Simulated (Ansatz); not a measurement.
## HfB4W: relaxing a made-up structure

Starting from a made-up structure for HfB4W, the aim is the relaxed cell, its shortest contacts and, where a second run follows, its electronic structure.

Program: Ansatz 0.2.0. Level of theory: DFT, PBEsol, plane-wave PAW, files of the set soft_1, scalar-relativistic, no spin, cell and ions relaxed at zero pressure; PAW set soft_1, in the first sound run; inputs show where later runs differ. Results are calculated unless marked as measured.

## Step 1: Starting point

The structure is hexagonal, space group P6/mmm (No. 191). Conventional cell: a = 3.189 Å, b = 3.189 Å, c = 6.850 Å, α = 90.00°, β = 90.00°, γ = 120.00°. Nearest to W lie 12 B at 2.47 Å. Nearest to Hf lie 12 B at 2.56 Å. B has 3 B at 1.84 Å and 3 W at 2.47 Å and 3 Hf at 2.56 Å nearest. Farther neighbours are not listed.

Structure file:

```cif
data_structure
_symmetry_space_group_name_H-M 'P 1'
_symmetry_Int_Tables_number 1
_cell_length_a 3.1890
_cell_length_b 3.1890
_cell_length_c 6.8500
_cell_angle_alpha 90.000
_cell_angle_beta 90.000
_cell_angle_gamma 120.000
_cell_volume 60.33
loop_
_atom_site_label
_atom_site_type_symbol
_atom_site_fract_x
_atom_site_fract_y
_atom_site_fract_z
_atom_site_occupancy
W1 W 0.00000 0.00000 0.50000 1
Hf2 Hf 0.00000 0.00000 0.00000 1
B3 B 0.66667 0.33333 0.26040 1
B4 B 0.66667 0.33333 0.73960 1
B5 B 0.33333 0.66667 0.26040 1
B6 B 0.33333 0.66667 0.73960 1
```

## Step 2: Relaxation of the guess

The guessed cell has no reason to be at equilibrium. It is relaxed with the atoms, within the space group of the guess.

File input.yaml:

```yaml
crystal:
  lattice:
    - [3.189, 0.0, 0.0]
    - [-1.5945, 2.761755013, 0.0]
    - [0.0, 0.0, 6.85]
  atoms:
    - { symbol: W, position: [0.0, 0.0, 0.5] }
    - { symbol: Hf, position: [0.0, 0.0, 0.0] }
    - { symbol: B, position: [0.666666667, 0.333333333, 0.2604] }
    - { symbol: B, position: [0.666666667, 0.333333333, 0.7396] }
    - { symbol: B, position: [0.333333333, 0.666666667, 0.2604] }
    - { symbol: B, position: [0.333333333, 0.666666667, 0.7396] }
kpoints:
  mp_grid: { grid: [10, 10, 4] }
scf:
  occupations: { method: fermi_dirac, width: 0.05 }
hamiltonian:
  xc: pbesol
  pseudopotentials: { kind: paw, azcp: { folder: soft_1 }, xc_functional: pbe }
relax:
  f_tol: 0.015
  max_steps: 70
  cell: {}
output:
  forces: true
  stress: true
```

Launch:

```
$ ansatz run input.yaml --threads 4 --pin off --max-ram 10240MiB --backend cpu --events-out ev --progress --plain --runs-dir out
```

Numbers of over 12 decimals in the logs are rounded to 6 here.

What it wrote:

```text
Engine: ansatz 0.2.0, x86_64-unknown-linux-gnu
Pseudopotentials: kind: paw
Pseudopotential: W, paw, valence charge 14, recommended cutoff 420 eV (normal), soft_1/W.paw.azcp
Pseudopotential: Hf, paw, valence charge 26, recommended cutoff 420 eV (normal), soft_1/Hf.paw.azcp
Pseudopotential: B, paw, valence charge 3, recommended cutoff 420 eV (normal), soft_1/B.paw.azcp
Functional definition: PBEsol
  exchange = pbesol_x
  correlation = pbesol_c
Crystal: 6 atoms, lattice volume = 60.330 Å³
Basis set: ecut = 420 eV, 1199 PW (Γ), exchange–correlation on 48×48×96 points (8 copies of the dense FFT grid, shifted against one another)
Bands: 32, of which v1, the nominal top of the filled ones, is band 26 counted from 1 (25 counted from 0)
Symmetry: 24 space group operations
Space group: P6/mmm (ITA 191), of the structure as read, at distance tolerance 3.9e-5 Å
k-points: 42 of 400
Non-local potential: W, projectors of the file, l = 0: 3, l = 1: 2, l = 2: 2, l = 3: 1
Non-local potential: Hf, projectors of the file, l = 0: 3, l = 1: 2, l = 2: 2, l = 3: 3
Non-local potential: B, projectors of the file, l = 0: 2, l = 1: 2, l = 2: 1
PAW form: soft (Blöchl's): semilocal exchange-correlation on the pseudo side does not see the compensation charge
PAW frozen core: W, regenerated for the run's functional, and the local potential with it (the file was generated under x = pbe(κ = 0.804, μ = 0.219515), c = pbe(β = 0.066725))
PAW frozen core: Hf, regenerated for the run's functional, and the local potential with it (the file was generated under x = pbe(κ = 0.804, μ = 0.219515), c = pbe(β = 0.066725))
PAW frozen core: B, regenerated for the run's functional, and the local potential with it (the file was generated under x = pbe(κ = 0.804, μ = 0.219515), c = pbe(β = 0.066725))
PAW one-centre angular grid: W, 590 points (default); XC on 64 Gauss nodes
PAW one-centre angular grid: Hf, 590 points (default); XC on 64 Gauss nodes
PAW one-centre angular grid: B, 110 points (default); XC on 64 Gauss nodes
Initial density: superposition of atomic densities (chi_scale 0.1, normalization cell, long waves kept (reshape's long-wave potential 0.16 eV rms))
Initial wavefunctions: pseudopotential atomic-orbital guess
Functional: x = pbesol(κ = 0.804, μ = 0.123457), c = pbesol(β = 0.046)
SCF iter   1: F=—  HF=-26490.334020 eV  |F-HF|=—  |Δ(HF+E_count)|=         —  Δρ=2.01e-1  dr2=1.67e2  ethr=3.10e-3  ⟨swp⟩=6.0  Hψ=5782  notcnv=0
preconditioner: auto → Kerker (q_TF=auto, 2.662 Å⁻¹)  [metal: Δε(μ)=0.087 eV  Ē_g=13.189 eV  σ=0.050 eV  W_gap=0.39  n_scr=22 (ndim 8)  ℏωp=28.7 eV  f_vac=0.000  D(μ)=2.15/eV (n_scr^D=22)]
SCF iter   2: F=—  HF=-26474.501585 eV  |F-HF|=—  |Δ(HF+E_count)|=    1.58e1  Δρ=8.76e-2  dr2=3.46e1  ethr=3.10e-3  ⟨swp⟩=4.1  Hψ=3412  notcnv=0  defer=13
SCF iter   3: F=—  HF=-26471.486043 eV  |F-HF|=—  |Δ(HF+E_count)|=    3.02e0  Δρ=4.37e-2  dr2=1.59e0  ethr=3.10e-3  ⟨swp⟩=4.4  Hψ=3828  notcnv=0  defer=21
SCF iter   4: F=—  HF=-26470.512996 eV  |F-HF|=—  |Δ(HF+E_count)|=   9.73e-1  Δρ=2.41e-2  dr2=6.22e-1  ethr=3.05e-3  ⟨swp⟩=2.9  Hψ=2988  notcnv=0  defer=13
SCF iter   5: F=—  HF=-26470.361948 eV  |F-HF|=—  |Δ(HF+E_count)|=   1.51e-1  Δρ=1.58e-2  dr2=6.46e-1  ethr=1.20e-3  ⟨swp⟩=3.1  Hψ=2838  notcnv=0  defer=10
SCF iter   6: F=—  HF=-26470.283197 eV  |F-HF|=—  |Δ(HF+E_count)|=   7.88e-2  Δρ=3.60e-3  dr2=1.37e-2  ethr=1.20e-3  ⟨swp⟩=2.8  Hψ=1933  notcnv=0  defer=10
SCF iter   7: F=—  HF=-26470.280962 eV  |F-HF|=—  |Δ(HF+E_count)|=   2.24e-3  Δρ=1.21e-3  dr2=1.46e-3  ethr=2.63e-5  ⟨swp⟩=2.0  Hψ=2650  notcnv=0  defer=12
SCF iter   8: F=—  HF=-26470.280811 eV  |F-HF|=—  |Δ(HF+E_count)|=   1.51e-4  Δρ=2.15e-4  dr2=4.87e-5  ethr=2.80e-6  ⟨swp⟩=2.3  Hψ=1810  notcnv=0  defer=12
SCF iter   9: F=—  HF=-26470.280790 eV  |F-HF|=—  |Δ(HF+E_count)|=   2.13e-5  Δρ=1.13e-4  dr2=1.25e-5  ethr=9.37e-8  ⟨swp⟩=2.0  Hψ=2084  notcnv=0  defer=12
SCF iter  10: F=-26470.280787 eV  HF=-26470.280787 eV  |F-HF|=3.54e-8  |Δ(HF+E_count)|=   3.03e-6  Δρ=9.83e-6  dr2=5.64e-8  ethr=1.92e-10  ⟨swp⟩=4.1  Hψ=6578  notcnv=0
SCF 1 converged in 10 iterations: F = -26470.280787 eV  dr2 = 5.64e-8
  greatest PAW one-centre occupation: 0.999 electrons in one spin orbital (limit 2), on the W atom at site 0 (counted from 0), in its partial waves of l = 0
relax step   1: F+E_penalty+E_count = -26470.28078664 eV  Δ(F+E_penalty+E_count) = +0.000e0 eV  max|allowed force component| = 1.703e-1 eV/Å  Δτ_max = 0.0000 Å  P = -23.400 GPa  Ω = 60.330 Å³  (10 SCF iters, dr2 threshold 1.00e-7 eV, accepted)
Crystal: 6 atoms, lattice volume = 54.165 Å³
Basis set: ecut = 420 eV, 1041 PW (Γ), exchange–correlation on 48×48×96 points (8 copies of the dense FFT grid, shifted against one another)
Initial density: handed on by an earlier stage of this run
Initial wavefunctions: those handed on with the density
SCF iter   1: F=—  HF=-26471.056283 eV  |F-HF|=—  |Δ(HF+E_count)|=         —  Δρ=3.02e-2  dr2=2.91e0  ethr=3.10e-3  ⟨swp⟩=7.6  Hψ=5637  notcnv=0
preconditioner: auto → Kerker (q_TF=auto, 2.710 Å⁻¹)  [metal: Δε(μ)=0.119 eV  Ē_g=14.694 eV  σ=0.050 eV  W_gap=0.46  n_scr=22 (ndim 8)  ℏωp=32.7 eV  f_vac=0.000  D(μ)=1.52/eV (n_scr^D=4)]
SCF iter   2: F=—  HF=-26470.778608 eV  |F-HF|=—  |Δ(HF+E_count)|=   2.78e-1  Δρ=1.13e-2  dr2=4.86e-1  ethr=3.10e-3  ⟨swp⟩=2.1  Hψ=1880  notcnv=0  defer=13
SCF iter   3: F=—  HF=-26470.731165 eV  |F-HF|=—  |Δ(HF+E_count)|=   4.74e-2  Δρ=5.99e-3  dr2=6.99e-2  ethr=9.35e-4  ⟨swp⟩=2.2  Hψ=2300  notcnv=0  defer=21
SCF iter   4: F=—  HF=-26470.707700 eV  |F-HF|=—  |Δ(HF+E_count)|=   2.35e-2  Δρ=3.57e-3  dr2=1.98e-2  ethr=1.34e-4  ⟨swp⟩=2.1  Hψ=2432  notcnv=0  defer=25
SCF iter   5: F=—  HF=-26470.702767 eV  |F-HF|=—  |Δ(HF+E_count)|=   4.93e-3  Δρ=1.20e-3  dr2=5.98e-4  ethr=3.81e-5  ⟨swp⟩=2.0  Hψ=2576  notcnv=0  defer=24
SCF iter   6: F=—  HF=-26470.702497 eV  |F-HF|=—  |Δ(HF+E_count)|=   2.70e-4  Δρ=4.67e-4  dr2=9.74e-5  ethr=1.15e-6  ⟨swp⟩=2.6  Hψ=2592  notcnv=0  defer=24
SCF iter   7: F=—  HF=-26470.702373 eV  |F-HF|=—  |Δ(HF+E_count)|=   1.24e-4  Δρ=1.10e-4  dr2=9.84e-6  ethr=1.87e-7  ⟨swp⟩=2.1  Hψ=2371  notcnv=0  defer=24
SCF iter   8: F=-26470.702370 eV  HF=-26470.702370 eV  |F-HF|=7.11e-7  |Δ(HF+E_count)|=   2.84e-6  Δρ=2.66e-5  dr2=3.50e-7  ethr=1.15e-9  ⟨swp⟩=4.2  Hψ=6315  notcnv=0
SCF 2 converged in 8 iterations: F = -26470.702370 eV  dr2 = 3.50e-7
relax step   2: F+E_penalty+E_count = -26470.70236956 eV  Δ(F+E_penalty+E_count) = -4.216e-1 eV  max|allowed force component| = 1.214e-1 eV/Å  Δτ_max = 0.0341 Å  P = +3.593 GPa  Ω = 54.165 Å³  energy of the carried Pulay correction = +5.000e-3 eV  (8 SCF iters, dr2 threshold 6.00e-7 eV, accepted)
Crystal: 6 atoms, lattice volume = 54.966 Å³
Basis set: ecut = 420 eV, 1055 PW (Γ), exchange–correlation on 48×48×96 points (8 copies of the dense FFT grid, shifted against one another)
iter 1 solved again at ethr=1.80e-4 eV; its pass at ethr=3.10e-3 eV (dr2=9.34e-2 eV) is discarded
SCF iter   1: F=—  HF=-26470.735535 eV  |F-HF|=—  |Δ(HF+E_count)|=         —  Δρ=5.20e-3  dr2=9.38e-2  ethr=1.80e-4  ⟨swp⟩=1.1  Hψ=7050  notcnv=0
preconditioner: auto → Kerker (q_TF=auto, 2.703 Å⁻¹)  [metal: Δε(μ)=0.018 eV  Ē_g=14.297 eV  σ=0.050 eV  W_gap=0.09  n_scr=22 (ndim 8)  ℏωp=32.5 eV  f_vac=0.000  D(μ)=2.00/eV (n_scr^D=22)]
SCF iter   2: F=—  HF=-26470.727305 eV  |F-HF|=—  |Δ(HF+E_count)|=   8.23e-3  Δρ=2.56e-3  dr2=2.12e-2  ethr=1.80e-4  ⟨swp⟩=1.8  Hψ=1402  notcnv=0
SCF iter   3: F=—  HF=-26470.724387 eV  |F-HF|=—  |Δ(HF+E_count)|=   2.92e-3  Δρ=8.89e-4  dr2=1.89e-3  ethr=4.07e-5  ⟨swp⟩=1.7  Hψ=1427  notcnv=0
SCF iter   4: F=—  HF=-26470.724110 eV  |F-HF|=—  |Δ(HF+E_count)|=   2.77e-4  Δρ=6.11e-4  dr2=2.27e-4  ethr=3.64e-6  ⟨swp⟩=2.0  Hψ=2378  notcnv=0
SCF iter   5: F=—  HF=-26470.723912 eV  |F-HF|=—  |Δ(HF+E_count)|=   1.98e-4  Δρ=2.04e-4  dr2=2.47e-5  ethr=4.37e-7  ⟨swp⟩=2.1  Hψ=2422  notcnv=0
SCF iter   6: F=—  HF=-26470.723905 eV  |F-HF|=—  |Δ(HF+E_count)|=   6.77e-6  Δρ=3.82e-5  dr2=8.81e-7  ethr=4.75e-8  ⟨swp⟩=2.1  Hψ=2055  notcnv=0
SCF iter   7: F=-26470.723904 eV  HF=-26470.723905 eV  |F-HF|=3.27e-7  |Δ(HF+E_count)|=   1.06e-7  Δρ=8.62e-6  dr2=4.02e-8  ethr=1.15e-9  ⟨swp⟩=4.7  Hψ=4910  notcnv=0
SCF 3 converged in 7 iterations: F = -26470.723904 eV  dr2 = 4.02e-8
relax step   3: F+E_penalty+E_count = -26470.72390438 eV  Δ(F+E_penalty+E_count) = -2.153e-2 eV  max|allowed force component| = 3.184e-2 eV/Å  Δτ_max = 0.0119 Å  P = -0.402 GPa  Ω = 54.966 Å³  energy of the carried Pulay correction = +4.320e-3 eV  (7 SCF iters, dr2 threshold 6.00e-7 eV, accepted)
Crystal: 6 atoms, lattice volume = 54.887 Å³
iter 1 solved again at ethr=2.92e-6 eV; its pass at ethr=3.10e-3 eV (dr2=1.52e-3 eV) is discarded
SCF iter   1: F=—  HF=-26470.725675 eV  |F-HF|=—  |Δ(HF+E_count)|=         —  Δρ=7.94e-4  dr2=1.55e-3  ethr=2.92e-6  ⟨swp⟩=2.0  Hψ=6550  notcnv=0
preconditioner: auto → Kerker (q_TF=auto, 2.704 Å⁻¹)  [metal: Δε(μ)=0.040 eV  Ē_g=14.363 eV  σ=0.050 eV  W_gap=0.19  n_scr=22 (ndim 8)  ℏωp=32.5 eV  f_vac=0.000  D(μ)=1.83/eV (n_scr^D=10)]
SCF iter   2: F=—  HF=-26470.725525 eV  |F-HF|=—  |Δ(HF+E_count)|=   1.50e-4  Δρ=4.48e-4  dr2=4.19e-4  ethr=2.92e-6  ⟨swp⟩=1.2  Hψ=1354  notcnv=0
SCF iter   3: F=—  HF=-26470.725452 eV  |F-HF|=—  |Δ(HF+E_count)|=   7.27e-5  Δρ=1.56e-4  dr2=4.43e-5  ethr=8.07e-7  ⟨swp⟩=2.0  Hψ=1971  notcnv=0
SCF iter   4: F=—  HF=-26470.725434 eV  |F-HF|=—  |Δ(HF+E_count)|=   1.89e-5  Δρ=7.20e-5  dr2=5.31e-6  ethr=8.51e-8  ⟨swp⟩=2.0  Hψ=2341  notcnv=0
SCF iter   5: F=-26470.725432 eV  HF=-26470.725432 eV  |F-HF|=2.47e-7  |Δ(HF+E_count)|=   1.49e-6  Δρ=2.66e-5  dr2=3.69e-7  ethr=1.15e-9  ⟨swp⟩=3.4  Hψ=5528  notcnv=0
SCF 4 converged in 5 iterations: F = -26470.725432 eV  dr2 = 3.69e-7
relax step   4: F+E_penalty+E_count = -26470.72543180 eV  Δ(F+E_penalty+E_count) = -1.527e-3 eV  max|allowed force component| = 1.344e-3 eV/Å  Δτ_max = 0.0025 Å  P = -0.095 GPa  Ω = 54.887 Å³  energy of the carried Pulay correction = +4.386e-3 eV  (5 SCF iters, dr2 threshold 6.00e-7 eV, accepted)
Crystal: 6 atoms, lattice volume = 54.866 Å³
iter 1 solved again at ethr=7.77e-8 eV; its pass at ethr=3.10e-3 eV (dr2=4.04e-5 eV) is discarded
SCF iter   1: F=—  HF=-26470.725488 eV  |F-HF|=—  |Δ(HF+E_count)|=         —  Δρ=1.16e-4  dr2=4.15e-5  ethr=7.77e-8  ⟨swp⟩=2.0  Hψ=6389  notcnv=0
preconditioner: auto → Kerker (q_TF=auto, 2.704 Å⁻¹)  [metal: Δε(μ)=0.041 eV  Ē_g=14.359 eV  σ=0.050 eV  W_gap=0.20  n_scr=22 (ndim 8)  ℏωp=32.5 eV  f_vac=0.000  D(μ)=1.84/eV (n_scr^D=10)]
SCF iter   2: F=—  HF=-26470.725480 eV  |F-HF|=—  |Δ(HF+E_count)|=   8.18e-6  Δρ=6.29e-5  dr2=1.00e-5  ethr=7.77e-8  ⟨swp⟩=1.3  Hψ=1355  notcnv=0
SCF iter   3: F=—  HF=-26470.725479 eV  |F-HF|=—  |Δ(HF+E_count)|=   1.49e-6  Δρ=2.54e-5  dr2=1.30e-6  ethr=1.93e-8  ⟨swp⟩=2.0  Hψ=1848  notcnv=0
SCF iter   4: F=-26470.725478 eV  HF=-26470.725478 eV  |F-HF|=1.82e-7  |Δ(HF+E_count)|=   3.90e-7  Δρ=1.27e-5  dr2=1.55e-7  ethr=3.25e-10  ⟨swp⟩=3.5  Hψ=5944  notcnv=0
SCF 5 converged in 4 iterations: F = -26470.725478 eV  dr2 = 1.55e-7
relax step   5: F+E_penalty+E_count = -26470.72547818 eV  Δ(F+E_penalty+E_count) = -4.639e-5 eV  max|allowed force component| = 1.128e-4 eV/Å  Δτ_max = 0.0001 Å  P = +0.005 GPa  Ω = 54.866 Å³  energy of the carried Pulay correction = +4.404e-3 eV  (4 SCF iters, dr2 threshold 1.69e-7 eV, accepted)
Basis set: ecut = 420 eV, 1055 PW (Γ), exchange–correlation on 48×48×90 points (8 copies of the dense FFT grid, shifted against one another)
Initial wavefunctions: pseudopotential atomic-orbital guess (no wavefunctions were taken with the density)
iter 1 solved again at ethr=8.43e-9 eV; its pass at ethr=3.10e-3 eV (dr2=4.38e-6 eV) is discarded
SCF iter   1: F=—  HF=-26470.722418 eV  |F-HF|=—  |Δ(HF+E_count)|=         —  Δρ=1.62e-4  dr2=1.73e-6  ethr=8.43e-9  ⟨swp⟩=3.2  Hψ=9072  notcnv=0
preconditioner: auto → Kerker (q_TF=auto, 2.704 Å⁻¹)  [metal: Δε(μ)=0.041 eV  Ē_g=14.358 eV  σ=0.050 eV  W_gap=0.20  n_scr=22 (ndim 8)  ℏωp=32.5 eV  f_vac=0.000  D(μ)=1.84/eV (n_scr^D=10)]
SCF iter   2: F=—  HF=-26470.722436 eV  |F-HF|=—  |Δ(HF+E_count)|=   1.76e-5  Δρ=1.02e-4  dr2=1.78e-6  ethr=3.32e-9  ⟨swp⟩=2.7  Hψ=2504  notcnv=0
SCF iter   3: F=—  HF=-26470.722436 eV  |F-HF|=—  |Δ(HF+E_count)|=   1.58e-7  Δρ=5.32e-5  dr2=3.26e-7  ethr=3.32e-9  ⟨swp⟩=2.1  Hψ=2056  notcnv=0
SCF iter   4: F=—  HF=-26470.722436 eV  |F-HF|=—  |Δ(HF+E_count)|=   9.48e-8  Δρ=6.15e-6  dr2=8.94e-9  ethr=6.27e-10  ⟨swp⟩=2.0  Hψ=2081  notcnv=0
SCF iter   5: F=—  HF=-26470.722436 eV  |F-HF|=—  |Δ(HF+E_count)|=   5.24e-9  Δρ=1.70e-6  dr2=1.76e-9  ethr=1.72e-11  ⟨swp⟩=2.0  Hψ=2391  notcnv=0
SCF iter   6: F=—  HF=-26470.722436 eV  |F-HF|=—  |Δ(HF+E_count)|=  3.64e-12  Δρ=4.79e-7  dr2=1.05e-10  ethr=3.39e-12  ⟨swp⟩=2.0  Hψ=2319  notcnv=0
SCF iter   7: F=-26470.722436 eV  HF=-26470.722436 eV  |F-HF|=4.37e-11  |Δ(HF+E_count)|=  7.28e-12  Δρ=1.30e-7  dr2=2.62e-11  ethr=1.00e-12  ⟨swp⟩=4.1  Hψ=4731  notcnv=0
SCF 6 converged in 7 iterations: F = -26470.722436 eV  dr2 = 2.62e-11
relax step   6: F+E_penalty+E_count = -26470.72243612 eV  Δ(F+E_penalty+E_count) = +3.042e-3 eV  max|allowed force component| = 1.543e-4 eV/Å  Δτ_max = 0.0000 Å  P = -0.066 GPa  Ω = 54.866 Å³  stress off target by 7.16e-2 GPa  SCF on the basis re-selected at this cell (its energy is not comparable with the rows above)  (7 SCF iters)
basis re-selected at this cell: Δ(F+E_penalty+E_count) = +3.042e-3 eV, ΔP = -0.072 GPa vs the last step (what re-selecting the basis moved, of the pressure what is left beyond the Pulay correction that the steps carried, after the strain that the cell walked since its last selection, with what the two solves' SCF thresholds leave and, on support functions, any second-order correction that the steps lacked; it is no measure of the basis error at this ecutwfc). The dense FFT grid was sized anew with the basis: this SCF ran on 24×24×45 points, the steps before it on 24×24×48, so part of this shift can come from that change (see relax.cell in the input reference). [rest of the remark cut]
Crystal: 6 atoms, lattice volume = 54.853 Å³
iter 1 solved again at ethr=2.61e-8 eV; its pass at ethr=3.10e-3 eV (dr2=1.36e-5 eV) is discarded
SCF iter   1: F=—  HF=-26470.722437 eV  |F-HF|=—  |Δ(HF+E_count)|=         —  Δρ=6.72e-5  dr2=1.35e-5  ethr=2.61e-8  ⟨swp⟩=1.0  Hψ=5294  notcnv=0
preconditioner: auto → Kerker (q_TF=auto, 2.704 Å⁻¹)  [metal: Δε(μ)=0.042 eV  Ē_g=14.358 eV  σ=0.050 eV  W_gap=0.20  n_scr=22 (ndim 8)  ℏωp=32.5 eV  f_vac=0.000  D(μ)=1.84/eV (n_scr^D=10)]
SCF iter   2: F=—  HF=-26470.722456 eV  |F-HF|=—  |Δ(HF+E_count)|=   1.86e-5  Δρ=2.39e-5  dr2=2.09e-6  ethr=2.60e-8  ⟨swp⟩=1.4  Hψ=1367  notcnv=0
SCF iter   3: F=—  HF=-26470.722450 eV  |F-HF|=—  |Δ(HF+E_count)|=   5.29e-6  Δρ=1.14e-5  dr2=2.67e-7  ethr=4.02e-9  ⟨swp⟩=2.0  Hψ=1857  notcnv=0
SCF iter   4: F=—  HF=-26470.722450 eV  |F-HF|=—  |Δ(HF+E_count)|=   6.34e-8  Δρ=6.54e-6  dr2=6.39e-8  ethr=5.14e-10  ⟨swp⟩=2.2  Hψ=2000  notcnv=0
SCF iter   5: F=-26470.722450 eV  HF=-26470.722450 eV  |F-HF|=1.27e-9  |Δ(HF+E_count)|=   1.87e-8  Δρ=1.79e-6  dr2=1.53e-9  ethr=2.47e-11  ⟨swp⟩=2.6  Hψ=5062  notcnv=0
SCF 7 converged in 5 iterations: F = -26470.722450 eV  dr2 = 1.53e-9
relax step   7: F+E_penalty+E_count = -26470.72245019 eV  Δ(F+E_penalty+E_count) = -1.406e-5 eV  max|allowed force component| = 7.234e-5 eV/Å  Δτ_max = 0.0000 Å  P = +0.004 GPa  Ω = 54.853 Å³  energy of the carried Pulay correction = +1.151e-5 eV  (5 SCF iters, dr2 threshold 1.28e-8 eV, accepted)
iter 1 solved again at ethr=4.28e-9 eV; its pass at ethr=3.10e-3 eV (dr2=2.22e-6 eV) is discarded
SCF iter   1: F=—  HF=-26470.722415 eV  |F-HF|=—  |Δ(HF+E_count)|=         —  Δρ=2.00e-6  dr2=1.56e-9  ethr=4.28e-9  ⟨swp⟩=3.4  Hψ=9402  notcnv=0
preconditioner: auto → Kerker (q_TF=auto, 2.704 Å⁻¹)  [metal: Δε(μ)=0.042 eV  Ē_g=14.357 eV  σ=0.050 eV  W_gap=0.20  n_scr=22 (ndim 8)  ℏωp=32.5 eV  f_vac=0.000  D(μ)=1.84/eV (n_scr^D=10)]
SCF iter   2: F=—  HF=-26470.722433 eV  |F-HF|=—  |Δ(HF+E_count)|=   1.76e-5  Δρ=1.08e-6  dr2=6.47e-10  ethr=3.00e-12  ⟨swp⟩=2.5  Hψ=2556  notcnv=0
SCF iter   3: F=—  HF=-26470.722433 eV  |F-HF|=—  |Δ(HF+E_count)|=  1.82e-11  Δρ=5.77e-7  dr2=1.93e-10  ethr=1.24e-12  ⟨swp⟩=2.0  Hψ=1682  notcnv=0
SCF iter   4: F=-26470.722433 eV  HF=-26470.722433 eV  |F-HF|=3.27e-11  |Δ(HF+E_count)|=  8.73e-11  Δρ=1.36e-7  dr2=3.14e-11  ethr=1.00e-12  ⟨swp⟩=3.3  Hψ=5492  notcnv=0
SCF 8 converged in 4 iterations: F = -26470.722433 eV  dr2 = 3.14e-11
relax step   8: F+E_penalty+E_count = -26470.72243275 eV  Δ(F+E_penalty+E_count) = +1.744e-5 eV  max|allowed force component| = 8.326e-5 eV/Å  Δτ_max = 0.0000 Å  P = +0.004 GPa  Ω = 54.853 Å³  stress off target by 4.75e-3 GPa  SCF on the basis re-selected at this cell (its energy is not comparable with the rows above)  (4 SCF iters)
basis re-selected at this cell: Δ(F+E_penalty+E_count) = +1.744e-5 eV, ΔP = -0.000 GPa vs the last step (what re-selecting the basis moved, of the pressure what is left beyond the Pulay correction that the steps carried, after the strain that the cell walked since its last selection, with what the two solves' SCF thresholds leave and, on support functions, any second-order correction that the steps lacked; it is no m [...]
SCF converged after 4 iterations
Free energy (F): -26470.722433 eV
Harris-Foulkes:  -26470.722433 eV  (|F-HF|=3.27e-11)
Internal energy: -26470.707016 eV  (E = F + TS)
E sigma→0 (E₀):  -26470.714724 eV
Entropy (-TS):   -0.015417 eV (-2.569 meV/atom)
Fermi energy:    20.410661 eV
--- Per-component energies (eV) ---
  E_band       = 55.564608
  E_kinetic    = 1042.102477
  E_local      = -7748.595489  (includes V_loc(G=0)·N_el)
  E_nonlocal   = 74.138904
  E_hartree    = 3787.704934
  E_xc         = -667.173255
  E_vxc        = -648.157626  (∫ρ·V_xc dr)
  E_paw        = -16329.079332  (= ΣΔE_a)
  E_vpaw       = -239.333544  (= ΣTr[D̂ρ^β])
  E_aug_tail   = 0.000255  (compensation charges beyond the density's cutoff)
  E_ewald      = -6631.337268
  E_core_change = 1.531758  (= ΣΔE_core)
  E_smearing   = -0.015417  (= −TS)
  E_closure    = 0.000000  (closes the sum)
  Σ components = -26470.722433   (vs F -26470.722433, Δ=0.00e0)
--- Forces (eV/Å), atoms counted from 1 ---
  atom   1  W      0.00000000    -0.00000000     0.00000000
  atom   2  Hf    -0.00000000     0.00000000     0.00000000
  atom   3  B     -0.00000000     0.00000000     0.00008326
  atom   4  B     -0.00000000     0.00000000    -0.00008326
  atom   5  B      0.00000000    -0.00000000     0.00008326
  atom   6  B      0.00000000     0.00000000    -0.00008326
  max |Σ_I F_I| component: 5.55e-17 eV/Å
--- Stress (GPa, compression-positive) ---
        0.004754       0.000000       0.000000
        0.000000       0.004754      -0.000000
        0.000000      -0.000000       0.001753
  P = ⅓ Tr σ = 0.0038 GPa (0.038 kbar)
--- Relaxed structure (6 steps of the walk, 6 accepted, 2 SCFs on fresh bases) ---
  F+E_penalty+E_count = -26470.72243275 eV   max|allowed force component| = 8.326e-5 eV/Å   (the final SCF, on the basis selected at the relaxed cell)
  cell:  # Å, volume = 54.8533 Å³
    - [3.092654, 0, 0]
    - [-1.546327, 2.678317, -3.242518380198181e-18]
    - [0, -8.042440694825767e-18, 6.622313]
  atoms:
    - { symbol: W, position: [0, 0, 0.5] }
    - { symbol: Hf, position: [0, 0, 1.6882953537487175e-19] }
    - { symbol: B, position: [0.666667, 0.333333, 0.256779] }
    - { symbol: B, position: [0.666667, 0.333333, 0.743221] }
    - { symbol: B, position: [0.333333, 0.666667, 0.256779] }
    - { symbol: B, position: [0.333333, 0.666667, 0.743221] }
```

It took 3.6 s on 4 threads of AMD EPYC 9B45 (Zen 5), shared host; peak memory 0.5 GiB.

(Continued in part 2 of 2.)

[Logs are printed without paths, hosts, clocks, repeated set-up lines and the standing remarks that a program may print on its own settings, such as how far it seeks lower states.]

[Hosts, paths, dates, database ids (printed as entryN), source tags and the programs' standing remarks are cut or masked in the printed files.]
